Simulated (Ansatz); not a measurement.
# Quasiparticle gap of Be3N2 (P6_3/mmc), part 2 of 2

Aim: the quasiparticle gap of Be3N2 (P6_3/mmc), starting from LDA.

Ansatz 0.2.0; LDA, then G0W0 on it, plane waves, PAW. Known limits of the many-body steps: finite bands, screening cutoff and k mesh; no spin-orbit coupling in G0W0.

So far. Step 2 (The LDA band structure): Over mesh and path the gap is 3.261 eV, from k = Γ to k = (0.500, 0.000, 0.000). The least direct gap found is 4.652 eV, at k = (0.467, 0.067, 0.000). The pressure in this cell is -8 GPa; the cell is kept.

In doubt: masses and optical values from hybrid runs of this build are listed as unsure (in some of the runs), which bears on the screening that GW takes from such a start.

## Step 3: G0W0 on the 6×6×2 mesh

G0W0 replaces the xc potential by a self-energy built once from the orbitals of the start. Levels are corrected in the window of bands that the input names, at points of the mesh.

This step: G0W0 on LDA, plane waves, PAW; PAW set soft_1.

File input.yaml:

```yaml
crystal:
  lattice:
    - [2.8416792263, 0.0, 0.0]
    - [-1.4208396132, 2.4609663994, 0.0]
    - [0.0, 0.0, 9.74684101]
  atoms:
    - { symbol: Be, position: [0.33333333, 0.66666667, 0.07848597] }
    - { symbol: Be, position: [0.66666667, 0.33333333, 0.57848597] }
    - { symbol: Be, position: [0.66666667, 0.33333333, 0.92151403] }
    - { symbol: Be, position: [0.33333333, 0.66666667, 0.42151403] }
    - { symbol: Be, position: [0.0, 0.0, 0.25] }
    - { symbol: Be, position: [0.0, 0.0, 0.75] }
    - { symbol: "N", position: [0.0, 0.0, 0.0] }
    - { symbol: "N", position: [0.0, 0.0, 0.5] }
    - { symbol: "N", position: [0.33333333, 0.66666667, 0.25] }
    - { symbol: "N", position: [0.66666667, 0.33333333, 0.75] }
kpoints:
  mp_grid: { grid: [6, 6, 2] }
hamiltonian:
  xc: lda
  pseudopotentials: { kind: paw, azcp: { folder: soft_1 }, xc_functional: pbe }
scf:
  occupations: { method: fixed }
gw:
  n_empty_bands: 373
  ecut_chi: 180.0
  qp_bands: [v3, c3]
  qp_kpoints: band_edges
  screening: { model: contour_deformation }
```

Started as:

```
> ansatz run input.yaml --threads 3 --pin off --max-ram 92160MiB --backend cuda --events-out ev --progress --plain --runs-dir out --devices 1 --max-vram 13GiB
```

Numbers of over 12 decimals in the logs are rounded to 6 here.

What it wrote:

```text
GPUs: using 1 of 1 available (devices: 1).
[...]
GPU FFT provider: cuFFT
GPU libraries: cuBLAS 13.8.2, cuFFT 12.4.0, cuSOLVER 12.3.4
Crystal: 10 atoms, lattice volume = 68.162 Å³
Basis set: ecut = 420 eV, 1329 PW (Γ)
Bands: 26, of which v1, the nominal top of the filled ones, is band 16 counted from 1 (15 counted from 0)
Symmetry: 24 space group operations
[...]
k-points: 14 of 72
[...]
GPU buffer pool allocated for 28800 grid points (all kernels)
[...]
SCF iter   1: F=—  HF=-2040.461576 eV  |F-HF|=—  |Δ(HF+E_count)|=         —  Δρ=1.22e-1  dr2=1.15e1  ethr=3.10e-3  ⟨swp⟩=4.0  Hψ=1538  notcnv=0  defer=100
[...]
SCF iter   9: F=-2036.732270 eV  HF=-2036.732270 eV  |F-HF|=8.34e-11  |Δ(HF+E_count)|=   3.82e-8  Δρ=5.41e-7  dr2=1.44e-10  ethr=3.13e-10  ⟨swp⟩=8.3  Hψ=1515  notcnv=0
SCF 1 converged in 9 iterations: F = -2036.732270 eV  dr2 = 1.44e-10
[...]
NSCF: frozen V_eff on 14 k-points, pencils in batches of 32, up to order 104
the band table was solved once the SCF had ended and its energy, with any forces and stress, was formed, with the checks that follow a solve (1559 applications of the Hamiltonian). They found nothing against the state; the energy, forces and stress were not computed again (output.eigenvalues in the input reference)
[...]
NSCF: frozen V_eff on 14 k-points
G₀W₀ screening: q 1/14
[... further progress lines ...]
SCF converged after 9 iterations
Free energy (F): -2036.732270 eV
[...]
Internal energy: -2036.732270 eV  (E = F + TS)
E sigma→0 (E₀):  -2036.732270 eV
Fermi energy:    7.678545 eV
[...]
--- Band table (eV; the first three rows and the last of 14) ---
  k-point 0: bands = [... 12 lower, 7.1846, 7.2861, 7.6785, 7.6785, 13.8971, 14.8229, 15.3851, 15.9181, ... 6 higher]
  k-point 1: bands = [... 12 lower, 7.4856, 7.4856, 7.4856, 7.4856, 14.5199, 14.5199, 15.7075, 15.7075, ... 6 higher]
  k-point 2: bands = [... 12 lower, 6.5929, 6.6739, 7.0892, 7.3122, 14.6381, 14.7107, 15.3460, 15.6634, ... 6 higher]
  k-point 13: bands = [... 12 lower, 4.6712, 4.6712, 6.0346, 6.0346, 13.6109, 13.6109, 14.2840, 14.2840, ... 6 higher]
--- G₀W₀: contour deformation, 6 samples at zero and on the imaginary axis and 2 off it, 72 q-points, 373 empty bands' worth ---
  eigenvalues of the whole cell's RPA ε∞ on this k-mesh (on a slab, of 1 + 4πα/V) = 4.3489, 4.3489, 5.2927; static W/v taken at q = 0 is 0.217707
  bands read: the sum over 389 bands ends inside a degenerate multiplet in 9 slots, whose members it reads at an even weight; the widest, k=0: bands 389 to 390 (counted from 1) at 1/2 each
  gw.qp_kpoints: band_edges: 11 of 14 stored k-points solved, in 1 pass; an edge of the gap read off the rows below is read off those points alone
    valence top: of the k-points left out ik 9 came nearest to being solved in a further pass, in band 15 (counted from 1, as in the quasiparticle table): it holds the edge there only if its correction is more favourable than any solved in that band by at least 0.879 eV; those differ by 0.310 eV
    conduction bottom: of the k-points left out ik 11 came nearest to being solved in a further pass, in band 17 (counted from 1, as in the quasiparticle table): it holds the edge there only if its correction is more favourable than any solved in that band by at least 2.235 eV; those differ by 0.216 eV
    ik  band        ε_KS         Σx   Σc(E_QP)       V_xc       Z   E_QP_lin       E_QP  E_QP is
     0    14      7.2861   -21.6202     2.7501   -18.0892  0.7921     6.5007     6.5052  root
     0    15      7.6785   -22.2201     2.8876   -18.4987  0.7951     6.8397     6.8447  root
     0    16      7.6785   -22.2201     2.8876   -18.4987  0.7951     6.8397     6.8447  root
     0    17     13.8971    -9.5713    -4.8822   -15.2706  0.8119    14.7192    14.7143  root
     0    18     14.8229    -9.2046    -5.2745   -15.4584  0.8059    15.8101    15.8023  root
     0    19     15.3851    -7.7954    -5.1116   -13.9551  0.8188    16.4415    16.4331  root
     1    14      7.4856   -22.0808     2.9389   -18.2846  0.7948     6.6229     6.6283  root
     1    15      7.4856   -22.0808     2.9389   -18.2846  0.7948     6.6229     6.6283  root
     1    16      7.4856   -22.0808     2.9389   -18.2846  0.7948     6.6229     6.6283  root
     1    17     14.5199    -9.7380    -5.1425   -15.8082  0.8047    15.4546    15.4476  root
     1    18     14.5199    -9.7380    -5.1425   -15.8082  0.8047    15.4546    15.4476  root
     1    19     15.7075    -8.2359    -5.1074   -14.4017  0.8142    16.7748    16.7658  root
     2    14      6.6739   -21.7578     3.2502   -17.5237  0.7922     5.6818     5.6900  root
     2    15      7.0892   -21.5054     2.7833   -17.9284  0.7918     6.2908     6.2954  root
     2    16      7.3122   -22.0476     2.9592   -18.2308  0.7942     6.4492     6.4547  root
     2    17     14.6381    -9.2322    -5.0051   -15.1693  0.8089    15.5769    15.5701  root
     2    18     14.7107    -8.0777    -5.1675   -14.3035  0.8111    15.7781    15.7689  root
     2    19     15.3460    -7.0944    -5.0182   -13.1550  0.8202    16.3969    16.3884  root
     3    14      6.7486   -21.5576     3.0355   -17.6058  0.7914     5.8255     5.8322  root
     3    15      7.0605   -21.8724     3.0270   -17.9568  0.7936     6.1658     6.1719  root
     3    16      7.0605   -21.8724     3.0270   -17.9568  0.7936     6.1658     6.1719  root
     3    17     14.6000    -8.5224    -5.0613   -14.5838  0.8111    15.6079    15.6000  root
     3    18     14.6000    -8.5224    -5.0613   -14.5838  0.8111    15.6079    15.6000  root
     3    19     15.5711    -7.1668    -5.0938   -13.3704  0.8182    16.6909    16.6809  root
     4    14      6.1197   -21.0614     3.1049   -17.0219  0.7871     5.1774     5.1850  root
     4    15      6.3508   -21.0069     2.9049   -17.2484  0.7907     5.4913     5.4972  root
     4    16      6.5983   -21.7988     3.1328   -17.7500  0.7917     5.6755     5.6822  root
     4    17     12.2579    -7.2042    -4.4579   -12.5382  0.8292    13.1387    13.1340  root
     4    18     13.5923    -7.0794    -4.6739   -12.6538  0.8262    14.4983    14.4928  root
     4    19     14.9586    -7.3554    -4.9864   -13.4157  0.8177    16.0414    16.0324  root
     5    14      6.2521   -21.0348     2.9766   -17.1758  0.7893     5.3633     5.3697  root
     5    15      6.2785   -21.5954     3.2166   -17.4279  0.7905     5.3199     5.3276  root
     5    16      6.2785   -21.5954     3.2166   -17.4279  0.7905     5.3199     5.3276  root
     5    17     13.0158    -7.4604    -4.5925   -12.9587  0.8246    13.9271    13.9217  root
     5    18     13.0158    -7.4604    -4.5925   -12.9587  0.8246    13.9271    13.9217  root
     5    19     14.9297    -6.7750    -4.9401   -12.7286  0.8228    15.9509    15.9432  root
     6    14      5.6256   -20.6858     3.0428   -16.7297  0.7895     4.7050     4.7123  root
     6    15      6.2491   -21.0463     3.0210   -17.1478  0.7869     5.3651     5.3716  root
     6    16      6.2733   -21.7269     3.2188   -17.5657  0.7903     5.3234     5.3309  root
     6    17     10.9395    -6.9120    -4.1847   -11.8807  0.8355    11.7268    11.7235  root
[...]
12    14      4.5926   -21.0942     3.3684   -16.6219  0.7872     3.4765     3.4888  root
    12    15      4.5926   -21.0942     3.3684   -16.6219  0.7872     3.4765     3.4888  root
    12    16      7.1092   -21.7675     2.9108   -17.9984  0.7902     6.2453     6.2509  root
    12    17     12.8783    -6.3929    -4.7045   -12.0896  0.8300    13.8770    13.8705  root
    12    18     13.8526    -6.3737    -4.6620   -11.9341  0.8280    14.7565    14.7509  root
    12    19     13.8526    -6.3737    -4.6620   -11.9341  0.8280    14.7565    14.7509  root
    13    14      4.6712   -21.1274     3.3644   -16.6792  0.7873     3.5758     3.5875  root
    13    15      6.0346   -20.8721     3.0610   -16.8637  0.7881     5.0793     5.0872  root
    13    16      6.0346   -20.8721     3.0610   -16.8637  0.7881     5.0793     5.0872  root
    13    17     13.6109    -6.3193    -4.6256   -11.8127  0.8300    14.4838    14.4787  root
    13    18     13.6109    -6.3193    -4.6256   -11.8127  0.8300    14.4838    14.4787  root
    13    19     14.2840    -7.3189    -4.9388   -13.3583  0.8173    15.3942    15.3846  root
```

It took 24 s on 1 × NVIDIA H100 80GB HBM3 (shared by 6 runs) with 3 threads of AMD EPYC 7R13 (Zen 3), shared host; peak memory 1.5 GiB; 30 s of CPU time.

This step gave:

- bands summed: 389
- RPA ε∞ on this mesh (eigenvalues): 4.349, 4.349, 5.293
- plane waves in the screening matrix: 363
- q-points in the mesh: 72
- G0W0 gap over the corrected points: 4.879 eV
- k of the valence top: 0, 0, 0
- k of the conduction bottom: 0, -0.5, 0
- starting gap on the mesh: 3.261 eV
- Z at the valence top: 0.7951
- Z at the conduction bottom: 0.8355
- least direct G0W0 gap over the corrected points: 6.352 eV

Over 11 of 14 irreducible mesh points the G0W0 gap is 4.879 eV, from k = Γ to k = (0.000, -0.500, 0.000). The LDA gap of this run on the mesh is 3.261 eV. The two states that bound the G0W0 gap lie that far apart at the start, so the correction of the gap is 4.879 − 3.261 = +1.618 eV. The start of this run differs from the step before in mesh (12×12×2 and 6×6×2).

Labels follow the order of the start: v1 is the top filled band, c1 the lowest empty one; levels that stay degenerate share a row, the window can cut a multiplet, doubted levels are not marked in this list, bands outside the window were not corrected, and the list may be a part of the corrected levels. Levels before and after the correction, in eV, zero at the valence-band top of each column:

```csv
,conduction bottom,valence top
Kohn-Sham,3.26,0.00
G0W0,4.88,0.00
```

```csv
,level,occupation,energy (eV)
Kohn-Sham,Γ v3,2,-0.392
Kohn-Sham,Γ v2-v1,2,0.000
Kohn-Sham,Γ c1,0,6.219
Kohn-Sham,Γ c2,0,7.144
Kohn-Sham,Γ c3,0,7.707
Kohn-Sham,(0 -0.5 0) v3,2,-2.053
Kohn-Sham,(0 -0.5 0) v2,2,-1.429
Kohn-Sham,(0 -0.5 0) v1,2,-1.405
Kohn-Sham,(0 -0.5 0) c1,0,3.261
Kohn-Sham,(0 -0.5 0) c2,0,5.063
Kohn-Sham,(0 -0.5 0) c3,0,7.243
G0W0,Γ v3,2,-0.340
G0W0,Γ v2-v1,2,0.000
G0W0,Γ c1,0,7.870
G0W0,Γ c2,0,8.958
G0W0,Γ c3,0,9.588
G0W0,(0 -0.5 0) v3,2,-2.132
G0W0,(0 -0.5 0) v2,2,-1.473
G0W0,(0 -0.5 0) v1,2,-1.514
G0W0,(0 -0.5 0) c1,0,4.879
G0W0,(0 -0.5 0) c2,0,6.733
G0W0,(0 -0.5 0) c3,0,9.064
```

The parts of the quasiparticle energy for the two states that bound the G0W0 gap, in eV on the run's own scale (QP = start + Σx + Σc − Vxc, with Σc at the quasiparticle energy):

```csv
edge,k,band,start,Σx,Σc,Vxc,Z,QP
valence top,Γ,15,7.678,−22.220,2.888,−18.499,0.795,6.845
conduction bottom,"(0.000, -0.500, 0.000)",17,10.940,−6.912,−4.185,−11.881,0.836,11.723
```

## Step 4: The runs together

Each gap is the least one over the points named; times are wall times on shared hosts, not benchmarks. A G0W0 time includes the run's own self-consistent start. Rows marked * are further runs, not shown as steps, whose inputs differ from the G0W0 step on the same start in the columns given; solver thresholds can differ too. Symmetry makes (0.500, 0.000, 0.000) and (0.000, -0.500, 0.000) one point.

```csv
level,mesh,"files, cutoff","bands summed, screening",points,gap (eV),valence top,conduction bottom,least direct gap (eV),time
LDA,12×12×2,"soft_1 PAW, 420 eV",-,mesh and path,3.261,Γ,"(0.500, 0.000, 0.000)",4.652,6.8 s
G0W0@LDA*,6×6×2,"soft_1 PAW, 420 eV","77, 54 eV",11 of 14 irreducible mesh points,4.424,Γ,"(0.000, -0.500, 0.000)",6.026,7.1 s
G0W0@LDA*,6×6×2,"soft_1 PAW, 420 eV","189, 108 eV",11 of 14 irreducible mesh points,4.677,Γ,"(0.000, -0.500, 0.000)",6.206,7.7 s
G0W0@LDA,6×6×2,"soft_1 PAW, 420 eV","389, 180 eV",11 of 14 irreducible mesh points,4.879,Γ,"(0.000, -0.500, 0.000)",6.352,24 s
G0W0@LDA*,6×6×2,"soft_1 PAW, 420 eV","189, 108 eV, plasmon pole",11 of 14 irreducible mesh points,4.645,Γ,"(0.000, -0.500, 0.000)",6.187,17 s
```

## Step 5: Results

| Property | Result |
| --- | --- |
| LDA gap over mesh and path | 3.261 eV, from k = Γ to k = (0.500, 0.000, 0.000) |
| G0W0@LDA gap over 11 of 14 irreducible mesh points | 4.879 eV, from k = Γ to k = (0.000, -0.500, 0.000) |
| GW settings | 6×6×2 mesh, 373 empty bands, screening to 180 eV, PAW set soft_1 files |
| known limits | finite bands, screening cutoff and k mesh; no spin-orbit coupling in G0W0 |

Over 11 of 14 irreducible mesh points the G0W0 gap is 4.879 eV, from k = Γ to k = (0.000, -0.500, 0.000). The LDA gap of this run on the mesh is 3.261 eV. The two states that bound the G0W0 gap lie that far apart at the start, so the correction of the gap is 4.879 − 3.261 = +1.618 eV. The valence state moves by 6.845 − 7.678 = −0.833 eV and the conduction state by 11.723 − 10.940 = +0.783 eV, on the run's own scale; with 77 bands the edge states move by +0.033 and +1.196 eV, so the split between the edges depends on the bands and cutoff. Both edges that LDA shows over mesh and path lie at k points where levels were corrected. Levels at other points were not corrected, so a lower G0W0 gap elsewhere in the zone is not ruled out. From 77 bands and 54 eV to 389 bands and 180 eV the gap moves by 4.879 − 4.424 = +0.455 eV (rung by rung 4.424, 4.677, 4.879 eV); bands and screening cutoff rise together, so their parts are not told apart. A line in one over the bands through the two highest rungs gives 4.879 + (4.879 − 4.677) × 189 / (389 − 189) = 5.070 eV, and through the pair below 4.677 + (4.677 − 4.424) × 77 / (189 − 77) = 4.851 eV. The two differ by 0.219 eV, not under the 0.030 eV asked, so the law does not hold well over these rungs and the limit is not known. With the plasmon pole model in place of the contour deformation model and all else as in the G0W0@LDA row with 189 bands, the gap differs by 4.645 − 4.677 = −0.032 eV. G0W0 on other starts in this series, not shown as steps and not all at these settings: 5.205 eV on HSE06 (6×6×2, soft_1 PAW, 189 bands, 108 eV) and 5.383 eV on PBE0 (6×6×2, soft_1 PAW, 189 bands, 108 eV). The G0W0 runs are scalar-relativistic. No pair of G0W0 runs that differ in the mesh alone is shown (6×6×2 is a supercell whose nearest images lie 17 Å apart), so the error from the mesh is not known here. G0W0@LDA runs of this series with other atomic data on the same mesh, not shown as steps, give 4.650 eV (hard PAW, 960 eV, 195 bands, screening to 108 eV; the table's row with the same empty bands and screening cutoff has 4.677 eV); where bands and cutoffs differ too, the part of the files is not isolated.

[Paths, hosts, dates, memory and timing lines, banners, echoed tables and standing remarks are left out of the program output.]

[Logs are printed without paths, hosts, clocks, repeated set-up lines and the standing remarks that a program may print on its own settings, such as how far it seeks lower states.]

[Runs of the session that timed out or met a known fault of the program may be left out.]

[Cells called generated may have been cut or substituted from an entry of the Crystallography Open Database or the Materials Project.]

[Hosts, paths, dates, database ids (printed as entryN), source tags and the programs' standing remarks are cut or masked in the printed files.]

[Where an RPA ε∞ is given, it is that of the G0W0 mesh and is not shown converged in it. Names of k-points follow the symmetry that the program found, which can be lower than the space group named. Band edges on a path are those of the sampled points; other points can move an edge, and change direct to indirect where valleys lie close.]

[Hybrid gaps are those of their k-mesh and are not shown converged in it.]
